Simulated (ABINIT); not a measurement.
```json
{"subject": "Quasiparticle gap of LiNbO3 (R3c) in ABINIT", "lattice_ang": [[2.5758, 1.4871, 4.623], [-2.5758, 1.4871, 4.623], [0.0, -2.9743, 4.623]], "atoms": [["Li", 0.2815, 0.2815, 0.2815], ["Li", 0.7815, 0.7815, 0.7815], ["Nb", 0.0001, 0.0001, 0.0001], ["Nb", 0.5001, 0.5001, 0.5001], ["O", 0.1123, 0.3584, 0.7196], ["O", 0.7196, 0.1123, 0.3584], ["O", 0.3584, 0.7196, 0.1123], ["O", 0.2196, 0.8584, 0.6123], ["O", 0.8584, 0.6123, 0.2196], ["O", 0.6123, 0.2196, 0.8584]], "method": "RPA screening on PBE, plane waves, norm-conserving pseudopotentials (and 2 further levels or steps)", "program": "ABINIT 10.8.3", "settings": "cutoff 37 Ha, PseudoDojo scalar-relativistic 0.4.1 standard, norm-conserving, ngkpt (4, 4, 4), nband 233, ecuteps 4.8 Ha, inclvkb 2, shiftk (0, 0, 0), symchi 1, awtr 1, frequency ppm, 4×4×4 k-mesh", "cost": "5 runs, 8.7 min in all on 32 MPI ranks of Arm Neoverse V2, shared host", "notes": "The program’s warnings: nproc spkpt=  >= nkpt= * nsppol=. The cell and positions come from the Crystallography Open Database and are kept as given unless a step says otherwise. Limits: no spin-orbit coupling.", "results": {"pbe_gap": "3.59 eV, indirect (only 33 meV under the direct gap)", "g0w0_gap_on_the_mesh": "5.08 eV", "g0w0_gap_over_the_zone_rigid_shift": "5.05 eV", "gw_settings": "4×4×4 mesh, 233 bands, screening to 130.6 eV, Godby-Needs plasmon pole", "known_limits": "short of the basis limit; no spin-orbit coupling"}}
```

[Long decimals in the printed logs are rounded to 6 places.]

[Logs are printed without paths, hosts, clocks, repeated set-up lines and the standing remarks that a program may print on its own settings, such as how far it seeks lower states.]

[Paths, hosts, dates, memory and timing lines, banners, echoed tables and standing remarks are left out of the program output; an Ansatz launch command may be rebuilt from the run's recorded settings. Measured values are a selection of at most five: reports struck by readers or far from the other reports are left out. None is set beside runs whose start may be inverted or whose files or cutoffs have a known fault.]

[Runs of the session that timed out or met a known fault of the program may be left out.]

[Hosts, paths, dates, database ids (printed as entryN), source tags and the programs' standing remarks are cut or masked in the printed files.]

[G0W0 gaps are taken among the corrected bands and points alone; a level outside them can change the order at an edge.]

[Where Ansatz stands beside ABINIT at settings called matched, ABINIT's density can come from a denser mesh and the files from another edition; pairs whose starting gaps differed by over 0.03 eV were left out, so agreement reads better than it is.]
